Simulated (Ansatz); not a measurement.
# Quasiparticle gap of H6PbCBr3N (CH3NH3PbBr3)

Wanted: the gap of H6PbCBr3N (CH3NH3PbBr3) with a many-body correction, and the time that it takes.

Program: Ansatz 0.2.0. Level of theory: PBEsol, then G0W0 on it, plane waves, PAW. Results are calculated unless marked as measured.

Report form: the programs' logs are mostly left out.

The structure was built from a prototype and need not be the compound's stable phase.

In doubt: masses and optical values from hybrid runs of this build are listed as unsure (in some of the runs), which bears on the screening that GW takes from such a start.

### Step 1. Set-up

The cell holds 12 atoms: 1 C, 1 N, 6 H, 1 Pb and 3 Br. Cell: a = 5.930 Å, b = 5.930 Å, c = 5.930 Å, α = 90.0°, β = 90.0°, γ = 90.0°. It derives from Br3C1H6N1Pb1.

The start is a generated structure, not a measured one. Spin-orbit coupling is left out unless a step names it.

The logs state that the PAW files were generated under PBE.

### Step 2. Relaxing the structure

The structure is relaxed first.

This step: DFT, PBEsol-D3(BJ), plane waves, PAW; PAW set soft_1.

Input file input.yaml:

```yaml
crystal:
  lattice:
    - [5.93, 0.0, 0.0]
    - [0.0, 5.93, 0.0]
    - [0.0, 0.0, 5.93]
  atoms:
    - { symbol: C, position: [0.874823685, 0.9899858948, 0.9962447106] }
    - { symbol: "N", position: [0.125176315, 0.0100141052, 0.0037552894] }
    - { symbol: H, position: [0.8286720535, 0.813102233, 0.975340682] }
    - { symbol: H, position: [0.1920075275, 0.9494348484, 0.855742094] }
    - { symbol: H, position: [0.8103035488, 0.0880121797, 0.8545309822] }
    - { symbol: H, position: [0.16880263, 0.1766069147, 0.0234465015] }
    - { symbol: H, position: [0.8040318015, 0.0543261796, 0.153418558] }
    - { symbol: H, position: [0.1861011248, 0.9177111395, 0.137218743] }
    - { symbol: Pb, position: [0.5, 0.5, 0.5] }
    - { symbol: Br, position: [0.5, 0.5, 0.0] }
    - { symbol: Br, position: [0.5, 0.0, 0.5] }
    - { symbol: Br, position: [0.0, 0.5, 0.5] }
kpoints:
  mp_grid: { grid: [4, 4, 4] }
hamiltonian:
  xc: pbesol
  dispersion: d3bj
  pseudopotentials: { kind: paw, azcp: { folder: soft_1 }, xc_functional: pbe }
scf:
  occupations: { method: fermi_dirac, width: 0.02 }
relax:
  f_tol: 0.02
  max_steps: 100
  cell: {}
```

Started as:

```sh
> ansatz run input.yaml --threads 2 --pin off --max-ram 92160MiB --backend cuda --events-out ev --progress --plain --runs-dir out --devices 1 --max-vram 13GiB
```

Elapsed: 74 s, on 1 × NVIDIA H100 80GB HBM3 (shared by 6 runs) with 2 threads of AMD EPYC 7R13 (Zen 3), shared host; peak memory 1 GiB; 2.1 min of CPU time.

Step by step:

```
step  energy less that of the first step (eV)  largest force component (eV/Å)  pressure (GPa)  volume (Å³)
   1                                   0.0000                          1.0929           -0.32       208.53
   2                                  -0.1494                          0.8510            0.14       201.54
   3                                  -0.2036                          0.2304           -0.03       200.77
   4                                  -0.2114                          0.0733           -0.03       200.81
   5                                  -0.2178                          0.0955            0.01       201.16
   6                                  -0.2276                          0.1537           -0.13       201.93
   7                                  -0.2350                          0.1732           -0.28       201.31
   8                                  -0.2439                          0.1573           -0.07       200.45
   9                                  -0.2468                          0.2489           -0.32       199.21
  10                                  -0.2504                          0.0960            0.14       199.28
  11                                  -0.2535                          0.0444           -0.01       199.75
  12                                  -0.2542                          0.0912           -0.12       199.51
  13                                  -0.2543                          0.0650           -0.11       199.90
  14                                  -0.2551                          0.0178            0.02       199.30
  15                                  -0.2552                          0.0108            0.00       199.36
 16*                                  -0.2505                          0.0124           -0.03       199.36
  17                                  -0.2507                          0.0035            0.00       199.15
 18*                                  -0.2505                          0.0034            0.00       199.15
```

Relaxation steps marked * repeat the geometry before them on a plane-wave basis chosen anew for their cell, so energy and pressure can jump there.

```
     cell as run  before  after  change
           a (Å)   5.930  5.821  -1.8 %
           b (Å)   5.930  5.941  +0.2 %
           c (Å)   5.930  5.759  -2.9 %
           α (°)   90.00  90.09  +0.1 %
           β (°)   90.00  89.96  -0.0 %
           γ (°)   90.00  89.37  -0.7 %
volume (Å³/atom)   17.38  16.60  -4.5 %
```

The atoms that moved most (Å, as changes of fractional coordinates times the final cell):

```
atom      dx      dy      dz  length
  H3   0.578  -0.250   0.132   0.644
  H8   0.249   0.569   0.055   0.623
Br10  -0.470   0.262  -0.001   0.538
Br12  -0.144  -0.497  -0.002   0.517
  H5   0.002  -0.476  -0.063   0.480
  H6  -0.256   0.344  -0.126   0.446
  H4   0.215   0.389  -0.015   0.444
Br11  -0.344  -0.080   0.001   0.354
```

The program's warnings for this run: band table not solved further.

### Step 3. The PBEsol band structure

Levels along a band path and on the mesh show where this functional puts the band edges.

This step: DFT, PBEsol, plane waves, PAW; PAW set soft_1.

Input file input.yaml:

```yaml
crystal:
  lattice:
    - [5.8213187309, 0.0324159757, 0.0022712583]
    - [0.0324159757, 5.9404160638, -0.0047210805]
    - [0.0022712583, -0.0047210805, 5.7590484621]
  atoms:
    - { symbol: C, position: [0.9047910036, 0.9540312406, 0.9996755484] }
    - { symbol: "N", position: [0.1331001664, 0.0598188283, 0.000403052] }
    - { symbol: H, position: [0.9282636413, 0.7704293229, 0.9981643961] }
    - { symbol: H, position: [0.2285468519, 1.0146442665, 0.8532031015] }
    - { symbol: H, position: [0.8111075916, 0.007871173, 0.8434813284] }
    - { symbol: H, position: [0.1245904708, 0.2347170579, 0.0016984932] }
    - { symbol: H, position: [0.8109581835, 0.0060073127, 0.1567673347] }
    - { symbol: H, position: [0.2283561027, 1.0132046161, 0.1469151635] }
    - { symbol: Pb, position: [0.484565248, 0.4906182816, 0.4998481534] }
    - { symbol: Br, position: [0.4190289606, 0.5445179638, -0.0001332024] }
    - { symbol: Br, position: [0.4409374489, -0.0132096713, 0.500150562] }
    - { symbol: Br, position: [-0.0243269835, 0.4165431027, 0.4995236299] }
kpoints:
  mp_grid: { grid: [4, 4, 4] }
  band_path:
    path:
      - [[0.0, 0.0, 0.0], [0.5, 0.0, 0.0], [0.5, 0.5, 0.0], [0.0, 0.0, 0.0], [0.5, 0.5, 0.5], [0.5, 0.0, 0.0]]
      - [[0.5, 0.5, 0.0], [0.5, 0.5, 0.5]]
    npoints: 10
hamiltonian:
  xc: pbesol
  pseudopotentials: { kind: paw, azcp: { folder: soft_1 }, xc_functional: pbe }
scf:
  occupations: { method: fermi_dirac, width: 0.02 }
  n_extra_bands: 8
output:
  eigenvalues: true
  forces: true
  stress: true
  write_density: true
  write_potential: true
  elf: true
  volumetric_format: npy
```

It took 8.5 s on 1 × NVIDIA H100 80GB HBM3 (shared by 6 runs) with 2 threads; peak memory 1 GiB; 11 s of CPU time.

Numbers from this step:

* pressure: 0.9608 GPa
* filled bands: 25
* gap: 2.006 eV
* valence top at: R
* conduction bottom at: k = (0.500, 0.500, 0.450)
* least direct gap: 2.015 eV

Over mesh and path the gap is 2.006 eV, from k = (0.500, 0.500, 0.500) to k = (0.500, 0.500, 0.450). The least direct gap found is 2.015 eV, at k = (0.500, 0.500, 0.500). On the 4×4×4 mesh alone the same run gives 2.015 eV, so that mesh misses an edge of PBEsol: 2.015 − 2.006 = +0.009 eV.

Electronic bands along the path, in eV, zero at the top of the highest nominally filled band:

```
    point  band 22  band 23  band 24  band 25  band 26  band 27  band 28  band 29
        Γ    -1.81    -1.75    -1.54    -1.45     3.79     4.87     5.07     5.31
  halfway    -1.81    -1.63    -1.63    -1.39     3.95     4.45     4.94     5.13
        X    -1.80    -1.73    -1.53    -0.87     2.97     4.28     4.87     5.18
  halfway    -1.85    -1.76    -1.36    -0.78     2.71     3.92     4.75     4.88
        M    -1.79    -1.78    -1.21    -0.56     2.45     2.54     4.88     5.25
  halfway    -1.80    -1.64    -1.55    -1.27     3.74     4.12     4.56     4.95
        Γ    -1.81    -1.75    -1.54    -1.45     3.79     4.87     5.07     5.31
  halfway    -1.86    -1.61    -1.43    -1.21     3.52     3.74     4.27     5.07
        R    -1.61    -1.27    -1.26     0.00     2.02     2.05     2.33     5.16
  halfway    -1.71    -1.55    -1.34    -0.65     2.44     3.58     4.03     5.24
        X    -1.80    -1.73    -1.53    -0.87     2.97     4.28     4.87     5.18
jump to M    -1.79    -1.78    -1.21    -0.56     2.45     2.54     4.88     5.25
  halfway    -1.65    -1.48    -1.24    -0.41     2.20     2.28     3.78     5.35
        R    -1.61    -1.27    -1.26     0.00     2.02     2.05     2.33     5.16
```

Valence density in the ab plane at fractional z = 0.000, with atoms of C and N and H and Br within 0.2 Å of it. It is the smooth field of the valence electrons, not physical close to the nuclei.

Values in e/Å³, 16 rows by 16 columns, each cell a mean:
```
1.3 1.2 1.2 0.8 0.4 0.1 0.0 0.0 0.0 0.0 0.0 0.1 0.5 1.3 1.6 1.6
0.8 0.4 0.3 0.2 0.1 0.1 0.0 0.0 0.0 0.0 0.0 0.1 0.3 1.0 1.8 1.7
0.6 0.2 0.1 0.1 0.1 0.1 0.1 0.1 0.0 0.0 0.0 0.1 0.2 0.6 1.6 1.6
0.4 0.1 0.0 0.1 0.1 0.2 0.2 0.2 0.1 0.1 0.0 0.0 0.1 0.4 1.2 1.5
0.2 0.1 0.0 0.1 0.2 0.5 0.7 0.7 0.5 0.2 0.1 0.0 0.1 0.1 0.4 0.4
0.1 0.0 0.1 0.2 0.5 1.0 1.1 1.1 1.0 0.5 0.2 0.1 0.0 0.0 0.1 0.1
0.0 0.0 0.1 0.3 0.8 1.1 0.4 0.4 1.1 0.7 0.2 0.1 0.0 0.0 0.0 0.0
0.0 0.0 0.1 0.3 0.8 1.1 0.3 0.3 1.1 0.7 0.2 0.1 0.0 0.0 0.0 0.0
0.0 0.0 0.1 0.2 0.5 1.0 1.1 1.1 1.0 0.5 0.2 0.1 0.0 0.0 0.0 0.0
0.0 0.0 0.1 0.1 0.3 0.5 0.7 0.7 0.5 0.2 0.1 0.0 0.0 0.0 0.0 0.0
0.1 0.2 0.2 0.1 0.1 0.2 0.2 0.2 0.2 0.1 0.0 0.0 0.0 0.0 0.0 0.0
0.2 0.7 1.0 0.4 0.1 0.1 0.1 0.1 0.1 0.0 0.0 0.0 0.0 0.0 0.0 0.0
0.4 1.3 1.9 0.8 0.2 0.1 0.0 0.0 0.0 0.0 0.0 0.0 0.0 0.0 0.0 0.1
0.7 2.1 2.9 1.6 0.4 0.1 0.0 0.0 0.0 0.0 0.0 0.0 0.1 0.1 0.2 0.3
1.4 3.1 3.5 2.5 0.8 0.2 0.0 0.0 0.0 0.0 0.0 0.1 0.3 0.5 0.7 0.7
1.8 2.9 3.2 2.4 0.8 0.2 0.0 0.0 0.0 0.0 0.0 0.2 0.5 1.2 1.5 1.4
```
Columns run along a (5.8 Å), rows up along b (5.9 Å). Atoms in or near the plane, at fractional coordinates: C at (0.90, 0.95), N at (0.13, 0.06), H at (0.93, 0.77), H at (0.12, 0.23), Br at (0.42, 0.54).

Electrostatic potential energy in the ab plane at fractional z = 0.000, with atoms of C and N and H and Br within 0.2 Å of it. With pseudopotentials it is smooth inside the atoms' cores, unlike the true potential.

Ten even steps from '_' (-56 eV) to '@' (8 eV), each cell a mean:
```
++****##@@@@@@@@@@@@@@@@%%--____
##%%@@@@@@@@@@@@@@@@@@@@%%++::--
%%@@@@@@@@@@@@@@@@@@@@@@@@%%++++
%%@@@@@@@@@@@@@@@@@@@@@@@@%%++==
@@@@@@@@@@%%####%%@@@@@@@@@@####
@@@@@@@@%%++::::++%%@@@@@@@@@@@@
@@@@@@@@##..____::##@@@@@@@@@@@@
@@@@@@@@##..____..##@@@@@@@@@@@@
@@@@@@@@%%++....++%%@@@@@@@@@@@@
@@@@@@@@@@%%####%%@@@@@@@@@@@@@@
@@%%%%@@@@@@@@@@@@@@@@@@@@@@@@@@
@@++==##@@@@@@@@@@@@@@@@@@@@@@@@
%%++--##@@@@@@@@@@@@@@@@@@@@@@@@
%%==--++%%@@@@@@@@@@@@@@@@@@@@@@
**..__::##@@@@@@@@@@@@@@@@%%####
++::__--##@@@@@@@@@@@@@@%%++..::
```
Columns run along a (5.8 Å; values clipped at the 3rd and 97th percentile), rows up along b (5.9 Å). Atoms in or near the plane, at fractional coordinates: C at (0.90, 0.95), N at (0.13, 0.06), H at (0.93, 0.77), H at (0.12, 0.23), Br at (0.42, 0.54).

### Step 4. The quasiparticle correction

G0W0 replaces the xc potential by a self-energy built once from the orbitals of the start. Levels are corrected in the window of bands that the input names, at points of the mesh.

This step: G0W0 on PBEsol, plane waves, PAW; PAW set soft_1.

Changes to input.yaml since step 3:

```diff
@@ -20,7 +20,2 @@
   mp_grid: { grid: [4, 4, 4] }
-  band_path:
-    path:
-      - [[0.0, 0.0, 0.0], [0.5, 0.0, 0.0], [0.5, 0.5, 0.0], [0.0, 0.0, 0.0], [0.5, 0.5, 0.5], [0.5, 0.0, 0.0]]
-      - [[0.5, 0.5, 0.0], [0.5, 0.5, 0.5]]
-    npoints: 10
 hamiltonian:
@@ -29,11 +24,8 @@
 scf:
-  occupations: { method: fermi_dirac, width: 0.02 }
-  n_extra_bands: 8
-output:
-  eigenvalues: true
-  forces: true
-  stress: true
-  write_density: true
-  write_potential: true
-  elf: true
-  volumetric_format: npy
+  occupations: { method: fixed }
+gw:
+  n_empty_bands: 670
+  ecut_chi: 130.0
+  qp_bands: [v4, c4]
+  qp_kpoints: band_edges
+  screening: { model: contour_deformation }
```

Run time: 4.2 min. Hardware: 1 × NVIDIA H100 80GB HBM3 (shared by 6 runs) with 2 threads; peak memory 5.3 GiB.

This step gave:

- bands summed: 695
- RPA ε∞ on this mesh (eigenvalues): 4.853, 4.928, 5.079
- plane waves in the screening matrix: 697
- q-points in the mesh: 64
- G0W0 gap over the corrected points: 3.132 eV
- k of the valence top: -0.5, -0.5, -0.5
- k of the conduction bottom: -0.5, -0.5, -0.5
- starting gap on the mesh: 2.015 eV
- Z at the valence top: 0.7760
- Z at the conduction bottom: 0.7931
- least direct G0W0 gap over the corrected points: 3.132 eV

Over 20 of 36 irreducible mesh points the G0W0 gap is 3.132 eV, direct, at k = (-0.500, -0.500, -0.500). The PBEsol gap of this run on the mesh is 2.015 eV. The two states that bound the G0W0 gap lie that far apart at the start, so the correction of the gap is 3.132 − 2.015 = +1.117 eV.

Labels follow the order of the start: v1 is the top filled band, c1 the lowest empty one; levels that stay degenerate share a row, the window can cut a multiplet, doubted levels are not marked in this list, bands outside the window were not corrected, and the list may be a part of the corrected levels. Levels before and after the correction, in eV, zero at the valence-band top of each column:

```
           conduction bottom  valence top
Kohn-Sham               2.02         0.00
     G0W0               3.13         0.00
```

```
                            level  occupation  energy (eV)
Kohn-Sham     (-0.5 -0.5 -0.5) v4           2       -1.615
Kohn-Sham  (-0.5 -0.5 -0.5) v3-v2           2       -1.266
Kohn-Sham     (-0.5 -0.5 -0.5) v1           2        0.000
Kohn-Sham     (-0.5 -0.5 -0.5) c1           0        2.015
Kohn-Sham     (-0.5 -0.5 -0.5) c2           0        2.045
Kohn-Sham     (-0.5 -0.5 -0.5) c3           0        2.328
Kohn-Sham     (-0.5 -0.5 -0.5) c4           0        5.163
     G0W0     (-0.5 -0.5 -0.5) v4           2       -2.084
     G0W0  (-0.5 -0.5 -0.5) v3-v2           2       -1.727
     G0W0     (-0.5 -0.5 -0.5) v1           2        0.000
     G0W0     (-0.5 -0.5 -0.5) c1           0        3.132
     G0W0     (-0.5 -0.5 -0.5) c2           0        3.181
     G0W0     (-0.5 -0.5 -0.5) c3           0        3.446
     G0W0     (-0.5 -0.5 -0.5) c4           0        6.478
```

The parts of the quasiparticle energy for the two states that bound the G0W0 gap, in eV on the run's own scale (QP = start + Σx + Σc − Vxc, with Σc at the quasiparticle energy):

```
             edge                         k  band  start       Σx      Σc      Vxc      Z     QP
      valence top  (-0.500, -0.500, -0.500)    25  2.746  −18.532   0.709  −17.145  0.776  2.069
conduction bottom  (-0.500, -0.500, -0.500)    26  4.761   −8.683  −3.315  −12.438  0.793  5.201
```

### Step 5. Spin-orbit coupling in PBEsol

This run has two-component orbitals with spin-orbit coupling.

This step: DFT, PBEsol with spin-orbit coupling, plane waves, PAW; PAW set soft_1.

Changes to input.yaml since step 4:

```diff
@@ -20,12 +20,22 @@
   mp_grid: { grid: [4, 4, 4] }
+  band_path:
+    path:
+      - [0.0, 0.0, 0.0]
+      - [0.5, 0.0, 0.0]
+      - [0.5, 0.5, 0.0]
+      - [0.5, 0.5, 0.5]
+      - [0.5, 0.5, 0.45]
+    npoints: 1
 hamiltonian:
   xc: pbesol
-  pseudopotentials: { kind: paw, azcp: { folder: soft_1 }, xc_functional: pbe }
+  pseudopotentials: { kind: paw_fr, azcp: { folder: soft_1 }, xc_functional: pbe }
 scf:
   occupations: { method: fixed }
-gw:
-  n_empty_bands: 670
-  ecut_chi: 130.0
-  qp_bands: [v4, c4]
-  qp_kpoints: band_edges
-  screening: { model: contour_deformation }
+  n_extra_bands: 16
+magnetization:
+  noncollinear: true
+  spin_orbit: true
+output:
+  eigenvalues: true
+  forces: true
+  stress: true
```

Run time: 18 s. Hardware: 1 × NVIDIA H100 80GB HBM3 (shared by 6 runs) with 2 threads; peak memory 1 GiB.

This step gave:

| Property | Result |
| --- | --- |
| pressure | 0.8827 GPa |
| gap | 0.8883 eV |
| valence top at | k = (0.500, 0.500, 0.450) |
| conduction bottom at | k = (0.500, 0.500, 0.450) |
| least direct gap | 0.8883 eV |

Over mesh and listed points the gap is 0.888 eV, direct, at k = (0.500, 0.500, 0.450). On the 4×4×4 mesh alone the same run gives 1.011 eV, so that mesh misses an edge of PBEsol+SOC: 1.011 − 0.888 = +0.123 eV. PBEsol+SOC against PBEsol: 0.888 − 2.006 = −1.118 eV. Mesh, set of files and cutoff are the same, but the valence top lies at another k point, so this need not be the shift of one pair of states. The spin-orbit run sees mesh and listed points alone, so its gap is an upper bound: the coupling can move an edge off these points, the more so as this crystal has no centre of inversion, and the change over the zone, its sign included where it is small, is not known.

### Step 6. Side by side

Each gap is the least one over the points named; times are wall times on shared hosts, not benchmarks. A G0W0 time includes the run's own self-consistent start. Runs with listed points see these and the mesh alone, so an edge that moves elsewhere is missed. Rows marked * are further runs, not shown as steps, whose inputs differ from the G0W0 step on the same start in the columns given; solver thresholds can differ too. Symmetry makes (0.500, 0.500, 0.500) and (-0.500, -0.500, -0.500) one point.

```
       level   mesh       files, cutoff  bands summed, screening                            points  gap (eV)               valence top         conduction bottom  least direct gap (eV)     time
      PBEsol  4×4×4  soft_1 PAW, 420 eV                        -                     mesh and path     2.006     (0.500, 0.500, 0.500)     (0.500, 0.500, 0.450)                  2.015    8.5 s
  PBEsol+SOC  4×4×4  soft_1 PAW, 420 eV                        -            mesh and listed points     0.888     (0.500, 0.500, 0.450)     (0.500, 0.500, 0.450)                  0.888     18 s
G0W0@PBEsol*  4×4×4  soft_1 PAW, 420 eV               194, 52 eV  20 of 36 irreducible mesh points     2.920  (-0.500, -0.500, -0.500)  (-0.500, -0.500, -0.500)                  2.920     56 s
 G0W0@PBEsol  4×4×4  soft_1 PAW, 420 eV              695, 130 eV  20 of 36 irreducible mesh points     3.132  (-0.500, -0.500, -0.500)  (-0.500, -0.500, -0.500)                  3.132  4.2 min
```

### Step 7. What came out

```
PBEsol gap over mesh and path                         : 2.006 eV, from k = (0.500, 0.500, 0.500) to k = (0.500, 0.500, 0.450)
G0W0@PBEsol gap over 20 of 36 irreducible mesh points : 3.132 eV, direct, at k = (-0.500, -0.500, -0.500)
PBEsol+SOC gap over mesh and listed points            : 0.888 eV
GW settings                                           : 4×4×4 mesh, 670 empty bands, screening to 130 eV, PAW set soft_1 files
known limits                                          : finite bands, screening cutoff and k mesh; no spin-orbit coupling in G0W0
```

**Reading.** Over 20 of 36 irreducible mesh points the G0W0 gap is 3.132 eV, direct, at k = (-0.500, -0.500, -0.500). The PBEsol gap of this run on the mesh is 2.015 eV. The two states that bound the G0W0 gap lie that far apart at the start, so the correction of the gap is 3.132 − 2.015 = +1.117 eV. The valence state moves by 2.069 − 2.746 = −0.677 eV and the conduction state by 5.201 − 4.761 = +0.440 eV, on the run's own scale; with 194 bands the edge states move by −0.137 and +0.768 eV, so the split between the edges depends on the bands and cutoff. Over mesh and path, PBEsol puts the conduction bottom at k = (0.500, 0.500, 0.450), where no G0W0 correction was computed. The G0W0 gap over the whole zone is therefore not known from this run; at its settings it can only be equal to or under the 3.132 eV found, and no correction is carried over from another point. For the start itself the gap is 2.006 eV over mesh and path and 2.015 eV on the mesh of the G0W0 run. From 194 bands and 52 eV to 695 bands and 130 eV the gap moves by 3.132 − 2.920 = +0.212 eV; bands and screening cutoff rise together, so their parts are not told apart. Two runs can't test a law of convergence, so the limit is not known. G0W0 on other starts in this series, not shown as steps and not all at these settings: 3.383 eV on HSE06 (4×4×4, soft_1 PAW, 336 bands, 78 eV). PBEsol+SOC against PBEsol: 0.888 − 2.006 = −1.118 eV. Mesh, set of files and cutoff are the same, but the valence top lies at another k point, so this need not be the shift of one pair of states. The spin-orbit run sees mesh and listed points alone, so its gap is an upper bound: the coupling can move an edge off these points, the more so as this crystal has no centre of inversion, and the change over the zone, its sign included where it is small, is not known. What spin-orbit coupling does to the G0W0 levels was not computed, so no sum with the G0W0 gap is formed. The G0W0 runs are scalar-relativistic. No pair of G0W0 runs that differ in the mesh alone is shown (4×4×4 is a supercell whose nearest images lie 23 Å apart), so the error from the mesh is not known here. G0W0 is shown with one set of atomic data (soft_1 PAW), so the error from the files is not known here.

[Paths, hosts, dates, memory and timing lines, banners, echoed tables and standing remarks are left out of the program output.]

[Logs are printed without paths, hosts, clocks, repeated set-up lines and the standing remarks that a program may print on its own settings, such as how far it seeks lower states.]

[Runs of the session that timed out or met a known fault of the program may be left out.]

[Cells called generated may have been cut or substituted from an entry of the Crystallography Open Database or the Materials Project.]

[Hosts, paths, dates, database ids (printed as entryN), source tags and the programs' standing remarks are cut or masked in the printed files.]

[Where an RPA ε∞ is given, it is that of the G0W0 mesh and is not shown converged in it. Names of k-points follow the symmetry that the program found, which can be lower than the space group named. Band edges on a path are those of the sampled points; other points can move an edge, and change direct to indirect where valleys lie close.]

[Hybrid gaps are those of their k-mesh and are not shown converged in it.]
